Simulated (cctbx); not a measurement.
## Resonant diffraction in Cs4Hg3Pb20

Space group Pm-3n (no. 223), a = 12.3670 Å, b = 12.3670 Å, c = 12.3670 Å, α = 90.00°, β = 90.00°, γ = 90.00°.

```csv
atom,mult.,x,y,z,Ueq (Å²)
Pb1,24,0.3029,0.1069,0,0.0181
Pb2,16,0.1818,0.8182,0.8182,0.0260
Hg1,6,0,1/2,1/4,0.0218
Cs1,2,0,0,0,0.0198
Cs2,6,1/2,0,1/4,0.0236
```

This is a model crystal, built by substitution and not relaxed, with assumed displacement parameters.

Calculated with cctbx: free-atom f′ and f″ from the Sasaki tables, no fine structure; amplitudes in electrons.

```csv
E (eV),F 2 2 2,F 0 1 2,F 1 1 2,F 0 0 2
11684,1123.1,245.0,317.5,153.6
12034,1107.9,236.7,315.4,152.9
12164,1097.3,230.4,315.7,153.8
12224,1088.2,224.8,317.0,155.4
12254,1079.8,219.3,319.0,157.6
12269,1071.8,213.9,321.3,159.9
12276,1064.8,209.3,323.5,162.1
12280,1057.5,204.3,325.8,164.5
12288,1056.6,204.4,326.5,165.6
12292,1065.6,210.6,323.3,162.4
12299,1073.3,215.8,320.4,159.6
12314,1081.2,221.3,317.2,156.5
12344,1088.7,226.7,313.6,153.2
12434,1097.1,233.2,307.4,147.6
12684,1098.9,238.0,293.9,136.7
```

**Question.** Which edge is crossed, and why do the reflections move as they do?

The L3 edge of Hg. The edge is at 12284 eV. f′ of Hg falls from -12.2 e at 12164 eV to -18.6 e at 4 eV below it, and f″ steps from 3.91 to 10.17 e across it. Over that approach |F| changes by -4 % (2 2 2), -11 % (0 1 2), +3 % (1 1 2) and +7 % (0 0 2): a reflection falls where Hg scatters in phase with the total and rises where it scatters against it; it hardly moves where the Hg term is small or cancels by symmetry. Above the edge the larger f″ enters the imaginary part, where it can add to or cancel the other atoms' f″. The structure is centrosymmetric, so Friedel mates stay equal.

[Logs are printed without paths, hosts, clocks, repeated set-up lines and the standing remarks that a program may print on its own settings, such as how far it seeks lower states.]
